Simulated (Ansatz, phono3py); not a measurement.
# Scattering channels in NaCl (Fm-3m), one at a time

Aim: with force constants in hand, see how mesh, solver, isotopes and boundaries change the conductivity of NaCl.

What experiment has found for this phase:
- thermal conductivity 7.1 W/m/K near room temperature (given in “Combining the AFLOW GIBBS and Elastic Libraries to efficiently and robustly screen thermo-mechanical properties of solids”, 2017, arXiv:1611.05714)
- thermal conductivity 7.1 W/m/K near room temperature (given in “Predicting the lattice thermal conductivity of solids by solving the Boltzmann transport equation: AFLOW - AAPL an automated, accurate and efficient framework”, 2017, arXiv:1611.05481)

Method: DFT LDA, scalar-relativistic, plane waves, PAW; PAW set soft_1; phono3py on Ansatz's force constants, in phono3py 4.10.0.

The database entry behind the starting cell differs from later determinations by our own check (an axis about 0.4 % short against later determinations), so it need not match the best structure at ambient conditions.

## Step 1: The structure

The structure is cubic, space group Fm-3m (No. 225). The conventional cell has a = 5.464 Å, b = 5.464 Å, c = 5.464 Å, α = 90.00°, β = 90.00°, γ = 90.00°. Nearest to Na lie 6 Cl at 2.73 Å. Nearest to Cl lie 6 Na at 2.73 Å. Farther neighbours and most contacts between anions are not listed.

## Step 2: Relaxation-time solution

The base run: each mode relaxes on its own with natural isotopes, and rates are split into normal and umklapp parts.

Input file phono3py.yaml:

```yaml
phono3py:
  version: "4.10.0"
  frequency_unit_conversion_factor: 15.633302
  symmetry_tolerance: 1.00000e-05

physical_unit:
  atomic_mass: "AMU"
  length: "angstrom"

space_group:
  type: "Fm-3m"
  number: 225
  Hall_symbol: "-F 4 2 3"

primitive_matrix:
- [  1.000000000000000,  0.000000000000000,  0.000000000000000 ]
- [  0.000000000000000,  1.000000000000000,  0.000000000000000 ]
- [  0.000000000000000,  0.000000000000000,  1.000000000000000 ]

supercell_matrix:
- [   3,   0,   0 ]
- [   0,   3,   0 ]
- [   0,   0,   3 ]

# [primitive_cell block left out]
unit_cell:
  lattice:
  - [     0.000000000000000,     2.732237653900000,     2.732237653900000 ] # a
  - [     2.732237653900000,     0.000000000000000,     2.732237653900000 ] # b
  - [     2.732237653900000,     2.732237653900000,     0.000000000000000 ] # c
  points:
  - symbol: Na # 1
    coordinates: [  0.000000000000000,  0.000000000000000,  0.000000000000000 ]
    mass: 22.989769
    reduced_to: 1
  - symbol: Cl # 2
    coordinates: [  0.500000000000000,  0.500000000000000,  0.500000000000000 ]
    mass: 35.450000
    reduced_to: 2

# [supercell block left out]
phonon_supercell_matrix:
- [   6,   0,   0 ]
- [   0,   6,   0 ]
- [   0,   0,   6 ]

# [phonon_primitive_cell block left out]
# [phonon_supercell block left out]
nac:
  born_effective_charge:
  - # 1 (Na)
    - [  1.071467268649414,  0.000000000000000,  0.000000000000000 ]
    - [  0.000000000000000,  1.071467268649414,  0.000000000000000 ]
    - [  0.000000000000000,  0.000000000000000,  1.071467268649414 ]
  - # 2 (Cl)
    - [ -1.071467268649414,  0.000000000000000,  0.000000000000000 ]
    - [  0.000000000000000, -1.071467268649414,  0.000000000000000 ]
    - [  0.000000000000000,  0.000000000000000, -1.071467268649414 ]
  dielectric_constant:
    - [  2.665497813049287,  0.000000000000000,  0.000000000000000 ]
    - [  0.000000000000000,  2.665497813049287,  0.000000000000000 ]
    - [  0.000000000000000,  0.000000000000000,  2.665497813049287 ]
  unit_conversion_factor: 14.399645
```

Launch:

```bash
phono3py phono3py.yaml --mesh 19 19 19 --br --isotope --nu --ts 50 100 150 200 300 400 500 600 800
```

What it wrote:

```text
Rust backend (phonors) using rayon (8 threads).
Running in phono3py.load mode.
Spglib version 2.8.0
----------------------------- General settings -----------------------------
Run mode: conductivity-RTA
HDF5 data compression filter: gzip
Crystal structure was read from "phono3py.yaml".
Supercell (dim): [3 3 3]
Phonon supercell (dim-fc2): [6 6 6]
Primitive matrix:
  [1. 0. 0.]
  [0. 1. 0.]
  [0. 0. 1.]
Spacegroup: Fm-3m (225)
Use -v option to watch primitive cell, unit cell, and supercell structures.
NAC parameters were read from "phono3py.yaml".
fc3 was read from "fc3.hdf5".
fc2 was read from "fc2.hdf5".
----------------------------- Force constants ------------------------------
Max drift of fc3: -0.00000000 (zzz) -0.00000000 (zzz) -0.00000000 (zzz)
Max drift of fc2: 0.00000000 (yy) 0.00000000 (yy)
--------------------------- Calculation settings ---------------------------
Non-analytical term correction (NAC): True
NAC unit conversion factor:  14.39964
BZ integration: Tetrahedron-method
Temperature:  50.0  100.0  150.0  200.0  300.0 ... 800.0
Cutoff frequency: 0.01
Mesh sampling: [ 19 19 19 ]
Generating grid system ... [ 19 19 19 ]
fc3-r2q-transformation over three atoms: True
--------------------------- Phonon calculations ----------------------------
Use NAC by Gonze et al. (no real space sum in current implementation)
  PRB 50, 13035(R) (1994), PRB 55, 10355 (1997)
  G-cutoff distance: 1.21, Number of G-points: 307, Lambda: 0.21
Running harmonic phonon calculations...
-------------------- Lattice thermal conductivity (RTA) --------------------
Running heat capacity calculations...
Running velocity calculations...
Running isotope scattering calculations with tetrahedron method...
======================= Grid point 0 (1/220) =======================
q-point: ( 0.00  0.00  0.00)
Boundary mean free path (millimeter): 1000.000
Mass variance parameters: 0.00e+00 5.83e-04
Number of triplets: 220
Frequency     group velocity (x, y, z)     |gv|
   0.000   (   0.000    0.000    0.000)    0.000
   0.000   (   0.000    0.000    0.000)    0.000
   0.000   (   0.000    0.000    0.000)    0.000
   5.646   (   0.000    0.000    0.000)    0.000
   5.646   (   0.000    0.000    0.000)    0.000
   5.646   (   0.000    0.000    0.000)    0.000
======================= Grid point 1 (2/220) =======================
q-point: ( 0.05  0.00  0.00)
Boundary mean free path (millimeter): 1000.000
Mass variance parameters: 0.00e+00 5.83e-04
Number of triplets: 670
Frequency     group velocity (x, y, z)     |gv|
   0.522   ( -17.962   17.962   17.962)   31.111
   0.522   ( -17.962   17.962   17.962)   31.111
   0.758   ( -26.108   26.108   26.108)   45.220
   5.630   (   1.034   -1.034   -1.034)    1.790
   5.630   (   1.034   -1.034   -1.034)    1.790
   8.067   (   1.214   -1.214   -1.214)    2.103
[217 grid points left out]
======================= Grid point 1647 (220/220) =======================
q-point: (-0.26  0.47  0.21)
Boundary mean free path (millimeter): 1000.000
Mass variance parameters: 0.00e+00 5.83e-04
Number of triplets: 1810
Frequency     group velocity (x, y, z)     |gv|
   3.408   (  -3.567   13.732    0.000)   14.188
   3.509   (   1.398  -12.499   -0.000)   12.576
   4.417   (  -2.299    9.246    0.000)    9.528
   5.135   (  -0.615   -6.762   -0.000)    6.790
   6.084   (   2.346    2.880    0.000)    3.714
   6.123   (   0.472   -3.023   -0.000)    3.060
=================== End of collection of collisions ===================
----------- Thermal conductivity (W/m-k) with tetrahedron method -----------
#  T(K)        xx         yy         zz         yz         xz         xy
   50.0      69.188     69.188     69.188      0.000     -0.000     -0.000
  100.0      28.763     28.763     28.763      0.000     -0.000     -0.000
  150.0      19.023     19.023     19.023      0.000     -0.000     -0.000
  200.0      14.344     14.344     14.344      0.000     -0.000     -0.000
  300.0       9.665      9.665      9.665      0.000     -0.000     -0.000
  400.0       7.300      7.300      7.300      0.000     -0.000     -0.000
  500.0       5.867      5.867      5.867      0.000     -0.000     -0.000
  600.0       4.906      4.906      4.906      0.000     -0.000     -0.000
  800.0       3.696      3.696      3.696      0.000     -0.000     -0.000

Thermal conductivity related properties were written into
"kappa-m191919.hdf5".
Summary of calculation was written in "phono3py.yaml".
```

It took 23 s on 8 threads of Arm Neoverse V2, shared host; peak memory 0.28 GiB; 2.5 min of CPU time.

This step gave:

| Quantity | Value |
| --- | --- |
| κ at 300 K | 9.665 W/m/K |
| κ xx, yy, zz at 300 K | 9.665, 9.665, 9.665 W/m/K |
| normal share of three-phonon scattering at 300 K | 0.618 |

W/m/K. Kappa, by row:

```
T (K)     xx     yy     zz  yz  xz  xy
   50  69.19  69.19  69.19   0   0   0
  100  28.76  28.76  28.76   0   0   0
  150  19.02  19.02  19.02   0   0   0
  200  14.34  14.34  14.34   0   0   0
  300  9.665  9.665  9.665   0   0   0
  400    7.3    7.3    7.3   0   0   0
  500  5.867  5.867  5.867   0   0   0
  600  4.906  4.906  4.906   0   0   0
  800  3.696  3.696  3.696   0   0   0
```

Table of lattice thermal conductivity, xx by temperature:

```
temperature (K)  lattice thermal conductivity, xx (W/m/K)
             50                                      69.2
            100                                      28.8
            150                                      19.0
            200                                      14.3
            300                                      9.66
            400                                       7.3
            500                                      5.87
            600                                      4.91
            800                                      3.70
```

Mean scattering rate at 300 K against frequency:

```
frequency (THz)  normal (1/ps)  umklapp (1/ps)
           0.17              -               -
           0.50         0.0363         0.00252
           0.84         0.0698          0.0106
           1.18          0.124          0.0202
           1.51          0.145          0.0337
           1.85          0.218          0.0627
           2.19          0.179          0.0799
           2.52           0.13          0.0916
           2.86          0.131           0.121
           3.20          0.143           0.156
           3.53          0.142           0.143
           3.87           0.16           0.113
           4.21          0.159           0.073
           4.54          0.232          0.0925
           4.88          0.279          0.0705
           5.21          0.272          0.0901
           5.55          0.278           0.087
           5.89          0.234           0.157
           6.22          0.293           0.309
           6.56          0.708           0.616
           6.90           1.02           0.653
           7.23           1.51            0.71
           7.57            2.3           0.727
           7.91           3.96           0.742
```

The base value at 300 K is 9.66 W/(m K).

The lattice thermal conductivity, xx is 9.66 W/m/K at 300 K, going as T^-1.0 above 200 K.

## Step 3: Two programs, one set of constants

This step: DFT LDA, scalar-relativistic, plane waves, PAW; PAW set soft_1 (Ansatz 0.2.0).

Ansatz's figure includes its coherence part. Comparison, by row:

```
T (K)  Ansatz RTA (W/m/K)  phono3py RTA (W/m/K)  difference (%)
   50               69.48                 69.19           -0.42
  100               28.87                 28.76           -0.38
  150               19.13                 19.02           -0.58
  200               14.46                 14.34           -0.83
  300               9.801                 9.665           -1.39
  400               7.455                   7.3           -2.08
  500               6.039                 5.867           -2.85
  600               5.092                 4.906           -3.65
  800               3.904                 3.696           -5.33
```

## Step 4: Without isotopes, third order supercell 3×3×3, supercell 6×6×6

Leaving out the isotope term shows how much the natural mass disorder scatters.

This step: DFT LDA, scalar-relativistic, plane waves, PAW; PAW set soft_1; phono3py on Ansatz's force constants (phono3py 4.10.0).

phono3py.yaml is that of step 2.

Launch:

```bash
phono3py phono3py.yaml --mesh 19 19 19 --br --ts 50 100 150 200 300 400 500 600 800
```

What it wrote:

```text
[banner, memory and clock lines left out]
Rust backend (phonors) using rayon (8 threads).
Running in phono3py.load mode.
Spglib version 2.8.0
----------------------------- General settings -----------------------------
Run mode: conductivity-RTA
HDF5 data compression filter: gzip
Crystal structure was read from "phono3py.yaml".
Supercell (dim): [3 3 3]
Phonon supercell (dim-fc2): [6 6 6]
Primitive matrix:
  [1. 0. 0.]
  [0. 1. 0.]
  [0. 0. 1.]
Spacegroup: Fm-3m (225)
Use -v option to watch primitive cell, unit cell, and supercell structures.
NAC parameters were read from "phono3py.yaml".
fc3 was read from "fc3.hdf5".
fc2 was read from "fc2.hdf5".
----------------------------- Force constants ------------------------------
Max drift of fc3: -0.00000000 (zzz) -0.00000000 (zzz) -0.00000000 (zzz)
Max drift of fc2: 0.00000000 (yy) 0.00000000 (yy)
--------------------------- Calculation settings ---------------------------
Non-analytical term correction (NAC): True
NAC unit conversion factor:  14.39964
BZ integration: Tetrahedron-method
Temperature:  50.0  100.0  150.0  200.0  300.0 ... 800.0
Cutoff frequency: 0.01
Mesh sampling: [ 19 19 19 ]
Generating grid system ... [ 19 19 19 ]
fc3-r2q-transformation over three atoms: True
--------------------------- Phonon calculations ----------------------------
  PRB 50, 13035(R) (1994), PRB 55, 10355 (1997)
  G-cutoff distance: 1.21, Number of G-points: 307, Lambda: 0.21
Running harmonic phonon calculations...
-------------------- Lattice thermal conductivity (RTA) --------------------
Running heat capacity calculations...
Running velocity calculations...
======================= Grid point 0 (1/220) =======================
q-point: ( 0.00  0.00  0.00)
Boundary mean free path (millimeter): 1000.000
Number of triplets: 220
Frequency     group velocity (x, y, z)     |gv|
   0.000   (   0.000    0.000    0.000)    0.000
   0.000   (   0.000    0.000    0.000)    0.000
   0.000   (   0.000    0.000    0.000)    0.000
   5.646   (   0.000    0.000    0.000)    0.000
   5.646   (   0.000    0.000    0.000)    0.000
   5.646   (   0.000    0.000    0.000)    0.000
======================= Grid point 1 (2/220) =======================
q-point: ( 0.05  0.00  0.00)
Boundary mean free path (millimeter): 1000.000
Number of triplets: 670
Frequency     group velocity (x, y, z)     |gv|
   0.522   ( -17.962   17.962   17.962)   31.111
   0.522   ( -17.962   17.962   17.962)   31.111
   0.758   ( -26.108   26.108   26.108)   45.220
   5.630   (   1.034   -1.034   -1.034)    1.790
   5.630   (   1.034   -1.034   -1.034)    1.790
   8.067   (   1.214   -1.214   -1.214)    2.103
[217 grid points left out]
======================= Grid point 1647 (220/220) =======================
q-point: (-0.26  0.47  0.21)
Boundary mean free path (millimeter): 1000.000
Number of triplets: 1810
Frequency     group velocity (x, y, z)     |gv|
   3.408   (  -3.567   13.732    0.000)   14.188
   3.509   (   1.398  -12.499   -0.000)   12.576
   4.417   (  -2.299    9.246    0.000)    9.528
   5.135   (  -0.615   -6.762   -0.000)    6.790
   6.084   (   2.346    2.880    0.000)    3.714
   6.123   (   0.472   -3.023   -0.000)    3.060
=================== End of collection of collisions ===================
----------- Thermal conductivity (W/m-k) with tetrahedron method -----------
#  T(K)        xx         yy         zz         yz         xz         xy
   50.0      86.823     86.823     86.823      0.000     -0.000     -0.000
  100.0      32.216     32.216     32.216      0.000     -0.000     -0.000
  150.0      20.553     20.553     20.553      0.000     -0.000     -0.000
  200.0      15.216     15.216     15.216      0.000     -0.000     -0.000
  300.0      10.061     10.061     10.061      0.000     -0.000     -0.000
  400.0       7.526      7.526      7.526      0.000     -0.000     -0.000
  500.0       6.013      6.013      6.013      0.000     -0.000     -0.000
  600.0       5.008      5.008      5.008      0.000     -0.000     -0.000
  800.0       3.754      3.754      3.754      0.000     -0.000     -0.000

Thermal conductivity related properties were written into
"kappa-m191919.hdf5".
Summary of calculation was written in "phono3py.yaml".
```

The job ended after 20 s (8 threads; peak memory 0.28 GiB; 2.3 min of CPU time).

Numbers from this step:

```yaml
kappa_at_300_k: 10.06 W/m/K
kappa_xx_yy_zz_at_300_k: 10.06, 10.06, 10.06 W/m/K
```

W/m/K. Kappa, by row:

```
T (K)     xx     yy     zz  yz  xz  xy
   50  86.82  86.82  86.82   0   0   0
  100  32.22  32.22  32.22   0   0   0
  150  20.55  20.55  20.55   0   0   0
  200  15.22  15.22  15.22   0   0   0
  300  10.06  10.06  10.06   0   0   0
  400  7.526  7.526  7.526   0   0   0
  500  6.013  6.013  6.013   0   0   0
  600  5.008  5.008  5.008   0   0   0
  800  3.754  3.754  3.754   0   0   0
```

κ at 300 K goes from 9.66 in the base run to 10.1 W/(m K).

## Step 5: Another q-mesh, third order supercell 3×3×3, supercell 6×6×6

The q-mesh of the transport sums changes, with the same scattering terms.

phono3py.yaml is that of step 4.

Launch:

```bash
phono3py phono3py.yaml --mesh 5 5 5 --br --isotope --ts 100 300 600
```

What it wrote:

```text
[banner, memory and clock lines left out]
Rust backend (phonors) using rayon (8 threads).
Running in phono3py.load mode.
Spglib version 2.8.0
----------------------------- General settings -----------------------------
Run mode: conductivity-RTA
HDF5 data compression filter: gzip
Crystal structure was read from "phono3py.yaml".
Supercell (dim): [3 3 3]
Phonon supercell (dim-fc2): [6 6 6]
Primitive matrix:
  [1. 0. 0.]
  [0. 1. 0.]
  [0. 0. 1.]
Spacegroup: Fm-3m (225)
Use -v option to watch primitive cell, unit cell, and supercell structures.
NAC parameters were read from "phono3py.yaml".
fc3 was read from "fc3.hdf5".
fc2 was read from "fc2.hdf5".
----------------------------- Force constants ------------------------------
Max drift of fc3: -0.00000000 (zzz) -0.00000000 (zzz) -0.00000000 (zzz)
Max drift of fc2: 0.00000000 (yy) 0.00000000 (yy)
--------------------------- Calculation settings ---------------------------
Non-analytical term correction (NAC): True
NAC unit conversion factor:  14.39964
BZ integration: Tetrahedron-method
Temperature:  100.0  300.0  600.0
Cutoff frequency: 0.01
Mesh sampling: [ 5 5 5 ]
Generating grid system ... [ 5 5 5 ]
fc3-r2q-transformation over three atoms: True
--------------------------- Phonon calculations ----------------------------
  PRB 50, 13035(R) (1994), PRB 55, 10355 (1997)
  G-cutoff distance: 1.21, Number of G-points: 307, Lambda: 0.21
Running harmonic phonon calculations...
-------------------- Lattice thermal conductivity (RTA) --------------------
Running heat capacity calculations...
Running velocity calculations...
Running isotope scattering calculations with tetrahedron method...
======================= Grid point 0 (1/10) =======================
q-point: ( 0.00  0.00  0.00)
Boundary mean free path (millimeter): 1000.000
Mass variance parameters: 0.00e+00 5.83e-04
Number of triplets: 10
Frequency     group velocity (x, y, z)     |gv|
   0.000   (   0.000    0.000    0.000)    0.000
   0.000   (   0.000    0.000    0.000)    0.000
   0.000   (   0.000    0.000    0.000)    0.000
   5.646   (   0.000    0.000    0.000)    0.000
   5.646   (   0.000    0.000    0.000)    0.000
   5.646   (   0.000    0.000    0.000)    0.000
======================= Grid point 1 (2/10) =======================
q-point: ( 0.20  0.00  0.00)
Boundary mean free path (millimeter): 1000.000
Mass variance parameters: 0.00e+00 5.83e-04
Number of triplets: 19
Frequency     group velocity (x, y, z)     |gv|
   1.920   ( -16.316   16.316   16.316)   28.259
   1.920   ( -16.316   16.316   16.316)   28.259
   2.789   ( -23.661   23.661   23.661)   40.981
   5.447   (   3.547   -3.547   -3.547)    6.143
   5.447   (   3.547   -3.547   -3.547)    6.143
   7.841   (   4.375   -4.375   -4.375)    7.578
[7 grid points left out]
======================= Grid point 40 (10/10) =======================
q-point: ( 0.60  0.40  0.20)
Boundary mean free path (millimeter): 1000.000
Mass variance parameters: 0.00e+00 5.83e-04
Number of triplets: 39
Frequency     group velocity (x, y, z)     |gv|
   3.103   (  -0.000   14.423    5.388)   15.397
   3.933   (   0.000  -12.249   -8.659)   15.001
   4.078   (  -0.000   25.494    0.543)   25.500
   5.496   (   0.000  -13.915   -9.230)   16.698
   5.960   (  -0.000   -0.707    9.401)    9.428
   6.025   (   0.000    2.887    1.514)    3.260
=================== End of collection of collisions ===================
----------- Thermal conductivity (W/m-k) with tetrahedron method -----------
#  T(K)        xx         yy         zz         yz         xz         xy
  100.0      27.169     27.169     27.169      0.000     -0.000     -0.000
  300.0       9.909      9.909      9.909      0.000     -0.000     -0.000
  600.0       5.095      5.095      5.095      0.000     -0.000     -0.000

Thermal conductivity related properties were written into
"kappa-m555.hdf5".
Summary of calculation was written in "phono3py.yaml".
```

Wall time 2.8 s (8 threads); peak memory 0.28 GiB.

Numbers from this step:

```yaml
kappa_at_300_k: 9.909 W/m/K
kappa_xx_yy_zz_at_300_k: 9.909, 9.909, 9.909 W/m/K
```

W/m/K. Kappa, by row:

```
T (K)     xx     yy     zz  yz  xz  xy
  100  27.17  27.17  27.17   0   0   0
  300  9.909  9.909  9.909   0   0   0
  600  5.095  5.095  5.095   0   0   0
```

κ at 300 K goes from 9.66 in the base run to 9.91 W/(m K).

[end of part 1 of 5]

[Logs are printed without paths, hosts, clocks, repeated set-up lines and the standing remarks that a program may print on its own settings, such as how far it seeks lower states.]

[Hosts, paths, dates, database ids (printed as entryN), source tags and the programs' standing remarks are cut or masked in the printed files.]

[A step with changed settings may run another functional than the one named; its input shows which.]
